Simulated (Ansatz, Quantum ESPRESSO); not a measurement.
# The work function of Ru(0001), 4 layers, one monolayer of C on top sites, level by level, part 2 of 6

Wanted: work functions and the surface dipole of Ru(0001), 4 layers, one monolayer of C on top sites at several levels, with their cost.

Quantum ESPRESSO 7.5; plane-wave DFT, PBE, GBRV ultrasoft pseudopotentials; geometry and cross-check by Ansatz 0.2.0 with PAW datasets.

So far. Step 2 (Relaxation with Ansatz): The relaxation lowers the energy by 251 meV an atom. Held were the atoms numbered 1 and 2; the forces quoted are those on the free ones.

## (3) Self-consistent run

A dipole correction (tefield, dipfield, eamp = 0) lets each face keep its own vacuum level; its ramp sits in the vacuum at emaxpos, and symmetry is switched off.

Level of this step: plane-wave DFT, PBE, GBRV ultrasoft pseudopotentials (Quantum ESPRESSO 7.5).

scf.in reads:

```
&control
  prefix = 'scf'
  outdir = './out'
  pseudo_dir = './pseudo'
  calculation = 'scf'
  tprnfor = .true.
  tefield = .true.
  dipfield = .true.
/
&system
  ibrav = 0
  nat = 5
  ntyp = 2
  ecutwfc = 40
  ecutrho = 200
  occupations = 'smearing'
  smearing = 'mv'
  degauss = 0.02
  edir = 3
  emaxpos = 0.97
  eopreg = 0.04
  eamp = 0.0
/
&electrons
  conv_thr = 1e-07
  mixing_beta = 0.4
  electron_maxstep = 120
  mixing_mode = 'local-TF'
/
ATOMIC_SPECIES
  Ru  101.0700  ru_pbe_v1.2.uspp.F.UPF
  C   12.0110  c_pbe_v1.2.uspp.F.UPF
CELL_PARAMETERS angstrom
  2.69999999998962 0.00000000000000 0.00000000000000
  1.34999999999481 2.33826859020899 0.00000000000000
  0.00000000000000 0.00000000000000 25.41520000000000
ATOMIC_POSITIONS crystal
  Ru  0.666666666667 0.666666666667 0.326576222100
  Ru  0.000000000000 0.000000000000 0.410714847800
  Ru  0.666666666667 0.666666666667 0.493002248655
  Ru  0.000000000000 0.000000000000 0.586779057811
  C   -0.000000000000 0.000000000000 0.653723742856
K_POINTS automatic
  12 12 1 0 0 0
```

The run is started by

```console
$ OMP_NUM_THREADS=1 mpirun -n 4 pw.x -nk 4 -in scf.in > scf.out
```

The log of the run:

```text
Program PWSCF v.7.5 starts
[citation notice left out]

     Parallel version (MPI & OpenMP), running on       4 processor cores
     Number of MPI processes:                 4
     Threads/MPI process:                     1

     MPI processes distributed on     1 nodes
[...]
Current dimensions of program PWSCF are:
     Max number of different atomic species (ntypx) = 10
     Max number of k-points (npk) =  40000
     Max angular momentum in pseudopotentials (lmaxx) =  4
     Presently no symmetry can be used with electric field

     K-points division:     npool     =       4
     Subspace diagonalization in iterative solution of the eigenvalue problem:
     a serial algorithm will be used

     G-vector sticks info
     --------------------
     sticks:   dense  smooth     PW     G-vecs:    dense   smooth      PW
     Sum         361     295     97                51901    37003    7457

     Using Slab Decomposition

     bravais-lattice index     =            0
     lattice parameter (alat)  =       5.1023  a.u.
     unit-cell volume          =    1082.8001 (a.u.)^3
     number of atoms/cell      =            5
     number of atomic types    =            2
     number of electrons       =        68.00
     number of Kohn-Sham states=           41
     kinetic-energy cutoff     =      40.0000  Ry
     charge density cutoff     =     200.0000  Ry
     scf convergence threshold =      1.0E-07
     mixing beta               =       0.4000
     number of iterations used =            8  local-TF  mixing
     Exchange-correlation= SLA  PW   PBE  PBE
                           (   1   4   3   4   0   0   0)

     celldm(1)=   5.102261  celldm(2)=   0.000000  celldm(3)=   0.000000
     celldm(4)=   0.000000  celldm(5)=   0.000000  celldm(6)=   0.000000

     crystal axes: (cart. coord. in units of alat)
               a(1) = (   1.000000   0.000000   0.000000 )
               a(2) = (   0.500000   0.866025   0.000000 )
               a(3) = (   0.000000   0.000000   9.413037 )

     reciprocal axes: (cart. coord. in units 2 pi/alat)
               b(1) = (  1.000000 -0.577350  0.000000 )
               b(2) = (  0.000000  1.154701  0.000000 )
               b(3) = (  0.000000  0.000000  0.106236 )

     PseudoPot. # 1 for Ru read from file:
     ./pseudo/ru_pbe_v1.2.uspp.F.UPF
     Pseudo is Ultrasoft + core correction, Zval = 16.0
     Generated by new atomic code, or converted to UPF format
     Using radial grid of  967 points,  6 beta functions with:
                l(1) =   0
                l(2) =   0
                l(3) =   1
                l(4) =   1
                l(5) =   2
                l(6) =   2
     Q(r) pseudized with  8 coefficients,  rinner =    1.300   1.300   1.300
                                                       1.300   1.300

     PseudoPot. # 2 for C  read from file:
     ./pseudo/c_pbe_v1.2.uspp.F.UPF
     Pseudo is Ultrasoft + core correction, Zval =  4.0
     Generated by new atomic code, or converted to UPF format
     Using radial grid of  721 points,  4 beta functions with:
                l(1) =   0
                l(2) =   0
                l(3) =   1
                l(4) =   1
     Q(r) pseudized with  8 coefficients,  rinner =    1.100   1.100   1.100

     atomic species   valence    mass     pseudopotential
     Ru               16.00   101.07000     Ru( 1.00)
     C                 4.00    12.01100     C ( 1.00)

     No symmetry found

   Cartesian axes

     site n.     atom                  positions (alat units)
         1        Ru     tau(   1) = (   1.0000000   0.5773503   3.0740741  )
         2        Ru     tau(   2) = (   0.0000000   0.0000000   3.8660741  )
         3        Ru     tau(   3) = (   1.0000000   0.5773503   4.6406484  )
         4        Ru     tau(   4) = (   0.0000000   0.0000000   5.5233730  )
         5        C      tau(   5) = (   0.0000000   0.0000000   6.1535258  )

     number of k points=    74  Marzari-Vanderbilt smearing, width (Ry)=  0.0200
                       cart. coord. in units 2pi/alat
        k(    1) = (   0.0000000   0.0000000   0.0000000), wk =   0.0138889
        k(    2) = (   0.0000000   0.0962250   0.0000000), wk =   0.0277778
        k(    3) = (   0.0000000   0.1924501   0.0000000), wk =   0.0277778
        k(    4) = (   0.0000000   0.2886751   0.0000000), wk =   0.0277778
        k(    5) = (   0.0000000   0.3849002   0.0000000), wk =   0.0277778
        k(    6) = (   0.0000000   0.4811252   0.0000000), wk =   0.0277778
        k(    7) = (   0.0000000  -0.5773503   0.0000000), wk =   0.0138889
        k(    8) = (   0.0833333  -0.0481125   0.0000000), wk =   0.0277778
        k(    9) = (   0.0833333   0.0481125   0.0000000), wk =   0.0277778
        k(   10) = (   0.0833333   0.1443376   0.0000000), wk =   0.0277778
[...]
k(   74) = (  -0.5000000  -0.2886751   0.0000000), wk =   0.0138889

     Dense  grid:    51901 G-vectors     FFT dimensions: (  24,  24, 225)

     Smooth grid:    37003 G-vectors     FFT dimensions: (  24,  24, 200)

     Estimated max dynamical RAM per process >     136.97 MB

     Estimated total dynamical RAM >     509.85 MB

     Initial potential from superposition of free atoms

     starting charge      63.9999, renormalised to      68.0000

     negative rho (up, down):  3.250E-01 0.000E+00

     Adding external electric field

     Computed dipole along edir(3) :
        Dipole               -2.3945 Ry au,         -6.0862 Debye
        Dipole field         -0.0278 Ry au,

        Potential amp.        2.5625 Ry
        Total length         46.1067 bohr

     Starting wfcs are   56 randomized atomic wfcs

     total cpu time spent up to now is        3.3 secs

     per-process dynamical memory:    97.6 Mb

     Self-consistent Calculation

     iteration #  1     ecut=    40.00 Ry     beta= 0.40
     Davidson diagonalization with overlap
     ethr =  1.00E-02,  avg # of iterations =  9.8

     negative rho (up, down):  6.918E-01 0.000E+00

     Adding external electric field

     Computed dipole along edir(3) :
        Dipole               12.7311 Ry au,         32.3593 Debye
        Dipole field          0.1478 Ry au,

        Potential amp.      -13.6245 Ry
        Total length         46.1067 bohr

     total cpu time spent up to now is       15.3 secs

     total energy              =    -699.52081540 Ry
     estimated scf accuracy    <    1477.49572827 Ry

     iteration #  2     ecut=    40.00 Ry     beta= 0.40
[...]
total energy              =    -788.14220758 Ry
     estimated scf accuracy    <       0.00027989 Ry

     iteration # 91     ecut=    40.00 Ry     beta= 0.40
[...]
negative rho (up, down):  3.184E-01 0.000E+00

[...]
Dipole               -0.1295 Ry au,         -0.3292 Debye
[...]
total energy              =    -788.14220580 Ry
     estimated scf accuracy    <       0.00177209 Ry

     iteration # 92     ecut=    40.00 Ry     beta= 0.40
[...]
negative rho (up, down):  3.177E-01 0.000E+00

[...]
Dipole               -0.1299 Ry au,         -0.3301 Debye
[...]
total energy              =    -788.14220422 Ry
     estimated scf accuracy    <       0.00002672 Ry

     iteration # 93     ecut=    40.00 Ry     beta= 0.40
[...]
negative rho (up, down):  3.170E-01 0.000E+00

[...]
Dipole               -0.1287 Ry au,         -0.3270 Debye
[...]
total energy              =    -788.14219056 Ry
     estimated scf accuracy    <       0.00007482 Ry

     iteration # 94     ecut=    40.00 Ry     beta= 0.40
[...]
negative rho (up, down):  3.169E-01 0.000E+00

[...]
Dipole               -0.1281 Ry au,         -0.3256 Debye
[...]
total energy              =    -788.14218982 Ry
     estimated scf accuracy    <       0.00003443 Ry

     iteration # 95     ecut=    40.00 Ry     beta= 0.40
[...]
negative rho (up, down):  3.168E-01 0.000E+00

[...]
Dipole               -0.1278 Ry au,         -0.3249 Debye
[...]
total energy              =    -788.14218958 Ry
     estimated scf accuracy    <       0.00000224 Ry

     iteration # 96     ecut=    40.00 Ry     beta= 0.40
[...]
negative rho (up, down):  3.168E-01 0.000E+00

[...]
Dipole               -0.1276 Ry au,         -0.3242 Debye
[...]
total energy              =    -788.14218988 Ry
     estimated scf accuracy    <       0.00000097 Ry

     iteration # 97     ecut=    40.00 Ry     beta= 0.40
[...]
negative rho (up, down):  3.167E-01 0.000E+00

[...]
Dipole               -0.1275 Ry au,         -0.3240 Debye
[...]
total energy              =    -788.14219013 Ry
     estimated scf accuracy    <       0.00000020 Ry

     iteration # 98     ecut=    40.00 Ry     beta= 0.40
[...]
negative rho (up, down):  3.167E-01 0.000E+00

[...]
Dipole               -0.1275 Ry au,         -0.3239 Debye
[...]
End of self-consistent calculation

          k = 0.0000 0.0000 0.0000 (  4609 PWs)   bands (ev):

   -68.6232 -68.2047 -68.0190 -68.0053 -38.8941 -38.3583 -38.1671 -38.1671
   -38.0819 -37.8468 -37.7602 -37.7602 -37.5685 -37.5685 -37.5621 -37.5621
    -6.4175  -2.6852  -1.4662  -1.1402  -0.8946   1.1249   1.8809   1.8809
     2.1508   2.2144   2.2144   2.7434   2.7434   2.8533   2.8533   2.8554
     3.7516   3.7516   4.2527   4.2527   4.4668   5.3446   5.3446   5.6829
     5.8470

          k = 0.0000 0.0962 0.0000 (  4591 PWs)   bands (ev):

   -68.6152 -68.1979 -68.0122 -67.9982 -38.8782 -38.3589 -38.2311 -38.1804
   -38.0582 -37.8612 -37.8000 -37.7718 -37.6172 -37.6128 -37.5802 -37.5740
    -6.2975  -2.4407  -1.2397  -0.9283  -0.6666   1.0646   1.6678   1.9806
     2.0683   2.1233   2.3528   2.5317   2.6995   2.9198   2.9323   3.0344
     3.4422   3.6719   3.9764   4.2084   4.3330   4.8904   5.3123   5.8682
     5.8995

          k = 0.0000 0.1925 0.0000 (  4581 PWs)   bands (ev):

   -68.5933 -68.1793 -67.9934 -67.9789 -38.8354 -38.4302 -38.2975 -38.2165
   -38.0375 -37.9517 -37.8568 -37.8035 -37.7533 -37.7376 -37.6120 -37.6066
    -5.9504  -1.7990  -0.7039  -0.4475  -0.1229   0.8609   1.2299   1.5348
     1.8255   2.2456   2.4834   2.5652   2.6380   2.7884   3.0295   3.3396
     3.4371   3.5005   3.7342   4.1394   4.1951   5.1117   5.2394   6.0062
     6.7455

          k = 0.0000 0.2887 0.0000 (  4631 PWs)   bands (ev):

   -68.5633 -68.1538 -67.9676 -67.9523 -38.7821 -38.6124 -38.2967 -38.2655
   -38.1089 -38.0385 -37.9411 -37.9262 -37.8467 -37.8412 -37.6553 -37.6508
    -5.4143  -1.1447  -0.4709  -0.2655   0.2333   0.5002   0.9735   1.1750
     1.6663   2.0827   2.4632   2.5737   2.7848   2.9824   3.1397   3.5223
     3.6051   4.2861   4.3876   4.4468   4.6310   5.2317   5.6545   6.1044
     7.3446

          k = 0.0000 0.3849 0.0000 (  4647 PWs)   bands (ev):

   -68.5331 -68.1282 -67.9417 -67.9257 -38.8037 -38.7410 -38.3364 -38.3140
   -38.2087 -38.1373 -38.1010 -37.9788 -37.8896 -37.8739 -37.6985 -37.6945
    -4.7609  -1.0721  -0.8164  -0.4589  -0.0264   0.0851   0.6602   0.9530
     1.7405   2.3410   2.3843   2.7283   3.0975   3.1346   4.0082   4.0165
     4.5221   5.1029   5.1408   5.2367   5.5368   5.6020   6.2157   6.5478
     7.1022

          k = 0.0000 0.4811 0.0000 (  4643 PWs)   bands (ev):

   -68.5109 -68.1095 -67.9226 -67.9061 -38.9357 -38.7478 -38.4024 -38.3493
   -38.2954 -38.2193 -38.1466 -38.0063 -37.9210 -37.8833 -37.7299 -37.7261
    -4.1378  -1.2836  -1.1404  -0.8432  -0.4372  -0.1504   0.3647   0.6961
     1.6019   2.1521   2.7564   2.9763   3.1683   3.6635   4.1832   4.8408
     5.4068   5.7481   5.8382   6.2731   6.3777   6.5137   6.5320   7.2426
     8.1634

[...]
the Fermi energy is     4.7169 ev

!    total energy              =    -788.14219019 Ry
     estimated scf accuracy    <       0.00000001 Ry
     smearing contrib. (-TS)   =       0.00256685 Ry
     internal energy E=F+TS    =    -788.14475704 Ry

     The total energy is F=E-TS. E is the sum of the following terms:
     one-electron contribution =   -8439.04152486 Ry
     hartree contribution      =    4224.80401887 Ry
     xc contribution           =    -107.01027071 Ry
     ewald contribution        =    3533.10283113 Ry
     electric field correction =       0.00018851 Ry

     convergence has been achieved in  98 iterations

     negative rho (up, down):  3.167E-01 0.000E+00

     Forces acting on atoms (cartesian axes, Ry/au):

     atom    1 type  1   force =     0.00000019    0.00000017    0.02362273
     atom    2 type  1   force =    -0.00000035    0.00000030   -0.02148041
     atom    3 type  1   force =     0.00000001    0.00000025   -0.00173425
     atom    4 type  1   force =     0.00000023   -0.00000060   -0.00115559
     atom    5 type  2   force =    -0.00000007   -0.00000011    0.00074751

     Total force =     0.032005     Total SCF correction =     0.000665

[...]
=------------------------------------------------------------------------------=
   JOB DONE.
=------------------------------------------------------------------------------=
[key lines of the parts left out:]
Dipole field         -0.0015 Ry au,
```

The job ended after 15 min (4 MPI ranks of Arm Neoverse V2, shared host; peak memory 0.66 GiB; 59 min of CPU time).

This step gave:

| Quantity | Value |
| --- | --- |
| free energy | -10723.2208 eV |
| Fermi energy | 4.717 eV |
| dipole along the normal | -0.06743 e·Å |

The run needed 98 iterations to bring the estimated error under 1e-07 Ry; the largest force on any atom, held or free, is 0.61 eV/Å.

## (4) Electrostatic potential

The vacuum level is read from the electrostatic potential (plot_num = 11), averaged over planes.

pot.in reads:

```
&inputpp
  prefix = 'scf'
  outdir = './out'
  filplot = 'pot.dat'
  plot_num = 11
/
```

The run is started by

```console
$ OMP_NUM_THREADS=1 mpirun -n 4 pp.x -in pot.in > pot.out
```

The log of the run:

```text
[banner, memory and clock lines left out]
Program POST-PROC v.7.5 starts

          URL

     ./out/scf.save/

     IMPORTANT: XC functional enforced from input :
     Exchange-correlation= PBE
                           (   1   4   3   4   0   0   0)
     Any further DFT definition will be discarded
     Please, verify this is what you really want

     negative rho (up, down):  3.167E-01 0.000E+00

     Adding external electric field

     Computed dipole along edir(3) :
        Dipole               -0.1275 Ry au,         -0.3239 Debye
        Dipole field         -0.0015 Ry au,

        Potential amp.        0.1364 Ry
        Total length         46.1067 bohr

     Calling punch_plot, plot_num =  11

     Adding external electric field

     Computed dipole along edir(3) :
        Dipole               -0.1275 Ry au,         -0.3239 Debye
        Dipole field         -0.0015 Ry au,

        Potential amp.        0.1364 Ry
        Total length         46.1067 bohr

     Writing data to file  pot.dat
     Message from routine chdens:
     namelist plot not found or invalid, exiting
```

Run time: 0.84 s. Hardware: 4 MPI ranks; peak memory 0.09 GiB.

This step gave:

| Quantity | Value |
| --- | --- |
| work function of the upper face | 7.063 eV |
| slope of the potential above | 2.13e-5 eV/Å |
| upper vacuum line continued to the top atoms, over the Fermi level | 7.063 eV |
| work function of the lower face | 5.130 eV |
| slope of the potential below | -1.65e-4 eV/Å |
| lower vacuum line continued to the bottom atoms, over the Fermi level | 5.129 eV |

Electrostatic potential energy of an electron, with the sawtooth; zero at the Fermi level. The potential energy, planar mean by z:

```tsv
z (Å)	potential energy, planar mean (eV)
0.0	5.61
0.5	5.13
1.0	5.13
1.5	5.13
2.0	5.13
2.5	5.13
3.0	5.13
3.5	5.13
4.0	5.13
4.5	5.13
5.0	5.11
5.5	5.08
6.0	4.94
6.5	4.44
7.0	2.72
7.5	-3.71
8.0	-33.0
8.5	-40.8
9.0	-7.00
9.5	-2.57
10.0	-22.0
10.5	-48.4
11.0	-13.7
11.5	-2.53
12.0	-15.2
12.5	-48.2
13.0	-19.1
13.5	-1.43
14.0	-1.94
14.5	-23.5
15.0	-47.1
15.5	-11.4
16.0	-1.30
16.5	-9.30
17.0	-2.83
17.5	5.01
18.0	6.66
18.5	6.98
19.0	7.05
19.5	7.06
20.0	7.06
20.5	7.06
21.0	7.06
21.5	7.06
22.0	7.06
22.5	7.06
23.0	7.06
23.5	7.06
24.0	7.06
24.5	7.06
25.0	6.40
```

Electrostatic potential energy in the ca plane at fractional y = 0.000, with atoms of Ru and C within 0.2 Å of it. With pseudopotentials it is smooth inside the atoms' cores, unlike the true potential.

Values in eV, 5 rows by 16 columns, each cell a mean:
```
  -1   -3  -93  -60   -2   -1  -28 -119  -28  -25    6    7    7    7    7    7
 -12   -5  -14   -9   -9   -8   -4  -17   -2    1    7    7    7    7    7    7
 -19   -7   -3   -2  -14  -13    0   -3    2    4    7    7    7    7    7    7
  -7   -4  -37  -23   -6   -5  -10  -46   -8   -5    6    7    7    7    7    7
   0   -3 -116  -78   -1    0  -42 -148  -42  -39    6    7    7    7    7    7
```
Columns run along c (16.0 Å, from fractional 0.31 to 0.94 of the cell; values clipped at the 3rd and 97th percentile), rows up along a (2.7 Å). Atoms in or near the plane, at fractional coordinates: Ru at (0.41, 0.00), Ru at (0.59, 0.00), C at (0.65, 0.00).

The vacuum is flat to 0.2 meV/Å, so its level is well defined. Inside the slab the curve depends on the local part of the pseudopotentials; only the vacuum level has a meaning of its own.

## (5) Valence density

plot_num = 0 writes the valence density.

rho.in reads:

```
&inputpp
  prefix = 'scf'
  outdir = './out'
  filplot = 'rho.dat'
  plot_num = 0
/
```

The run is started by

```console
$ OMP_NUM_THREADS=1 mpirun -n 4 pp.x -in rho.in > rho.out
```

The log of the run:

```text
[banner, memory and clock lines left out]
Program POST-PROC v.7.5 starts

          URL

     ./out/scf.save/

     IMPORTANT: XC functional enforced from input :
     Exchange-correlation= PBE
                           (   1   4   3   4   0   0   0)
     Any further DFT definition will be discarded
     Please, verify this is what you really want

     negative rho (up, down):  3.167E-01 0.000E+00

     Adding external electric field

     Computed dipole along edir(3) :
        Dipole               -0.1275 Ry au,         -0.3239 Debye
        Dipole field         -0.0015 Ry au,

        Potential amp.        0.1364 Ry
        Total length         46.1067 bohr

     Calling punch_plot, plot_num =   0
     Writing data to file  rho.dat
     Message from routine chdens:
     namelist plot not found or invalid, exiting
```

The job ended after 0.84 s (4 MPI ranks; peak memory 0.1 GiB).

Read from the output:

| Item | Value |
| --- | --- |
| electrons by integration | 68.00 e |

Mean over planes. Table of valence density, planar mean by z:

```tsv
z (Å)	valence density, planar mean (e/Å³)
4.5	1.5e-4
5.0	5.5e-4
5.5	0.00194
6.0	0.00684
6.5	0.0242
7.0	0.0854
7.5	0.404
8.0	1.90
8.5	2.01
9.0	0.665
9.5	0.401
10.0	1.46
10.5	1.99
11.0	1.03
11.5	0.402
12.0	1.14
12.5	1.97
13.0	1.34
13.5	0.305
14.0	0.339
14.5	1.56
15.0	1.98
15.5	0.932
16.0	0.458
16.5	0.461
17.0	0.386
17.5	0.117
18.0	0.0240
18.5	0.00465
19.0	9.1e-4
19.5	1.8e-4
```

Valence density in the ca plane at fractional y = 0.000, with atoms of Ru and C within 0.2 Å of it. It is the smooth field of the valence electrons, not physical close to the nuclei.

Ten steps, logarithmic in the rise over the least value, from '0' (-0.4 e/Å³) to '9' (7.4 e/Å³), each cell a mean:
```
44445699986545444589997766644333333333333333
55555579875555544568976666543333333333333333
56655556655556654456655444443333333333333333
57765445544567654445544444433333333333333333
56655455555566654455554444433333333333333333
55555567765555554467865555443333333333333333
45555689986555544589997666644333333333333333
44445697896544444599097766654333333333333333
```
Columns run along c (16.0 Å, from fractional 0.31 to 0.94 of the cell), rows up along a (2.7 Å). Atoms in or near the plane, at fractional coordinates: Ru at (0.41, 0.00), Ru at (0.59, 0.00), C at (0.65, 0.00).

The density integrates to 68.000 electrons, as the 68 of the input ask.

(Part 2 of 6 ends here.)

[Logs are printed without paths, hosts, clocks, repeated set-up lines and the standing remarks that a program may print on its own settings, such as how far it seeks lower states.]

[Hosts, paths, dates, database ids (printed as entryN), source tags and the programs' standing remarks are cut or masked in the printed files.]

[Maps of the electrostatic potential energy from Ansatz leave out the sawtooth potential of an applied field or a dipole correction, so their vacuum need not be flat; planar profiles and work functions include it.]
